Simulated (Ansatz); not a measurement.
Two G0W0 runs on SiBPC (zincblende [110] superlattice).

The cell holds 16 atoms: 4 B, 4 P, 4 Si and 4 C. Its edges and angles: a = 3.141 Å, b = 4.453 Å, c = 12.601 Å, α = 90.0°, β = 90.0°, γ = 90.0°. It derives from BP. Regions: BP, 8 atoms (4 B and 4 P); SiC, 8 atoms (4 Si and 4 C). The structure's axis is c.

```xyz
16
Lattice="3.1406 0.0000 0.0000 0.0000 4.4528 0.0000 0.0000 0.0000 12.6007" Properties=species:S:1:pos:R:3 pbc="T T T"
B     0.0000   -0.1649    0.7149
P     1.5703    0.9781    0.9081
B     1.5703    2.0970    2.4920
P     0.0000    3.2218    2.3933
B     0.0000   -0.1295    3.9995
P     1.5703    0.9954    4.0982
B     1.5703    2.0615    5.7766
P     0.0000    3.2045    5.5834
Si    0.0000    0.1737    7.3232
C     1.5703    1.2366    7.2142
Si    1.5703    2.3595    8.7514
C     0.0000    3.4568    8.8084
Si    0.0000    0.1331   10.3408
C     1.5703    1.2304   10.2837
Si    1.5703    2.4001   11.7689
C     0.0000    3.4631   11.8779
```

The structure was relaxed with PBEsol. The runs that relaxed it are not among those shown.

The first (Ansatz 0.2.0; start PBEsol, 4×4×2 mesh, 341 empty bands, screening to 90 eV, PAW set soft_1 files; 4 threads of Arm Neoverse V1, shared host) gave, on its mesh: starting gap 0.47 eV, G0W0 gap 1.15 eV, RPA ε∞ (mean) 8.87, 6.4 min.

Question: The second changes empty bands from 341 to 86 and screening cutoff (eV) from 90.0 to 36. What does it give?

It gave: starting gap 0.47 eV, G0W0 gap 0.87 eV, RPA ε∞ (mean) 9.10, 65 s. The G0W0 gap moves by −0.28 eV, +0.00 eV from the start and −0.28 eV from the correction. Σc changes by +0.79 eV at the valence top and +0.51 eV at the conduction bottom, and Σx − Vxc between them by +0.00 eV.

Limits: not at the basis limit; coarse k mesh.

[Paths, hosts, dates, memory and timing lines, banners, echoed tables and standing remarks are left out of the program output.]

[Logs are printed without paths, hosts, clocks, repeated set-up lines and the standing remarks that a program may print on its own settings, such as how far it seeks lower states.]

[Runs of the session that timed out or met a known fault of the program may be left out.]

[Cells called generated may have been cut or substituted from an entry of the Crystallography Open Database or the Materials Project.]

[Hosts, paths, dates, database ids (printed as entryN), source tags and the programs' standing remarks are cut or masked in the printed files.]
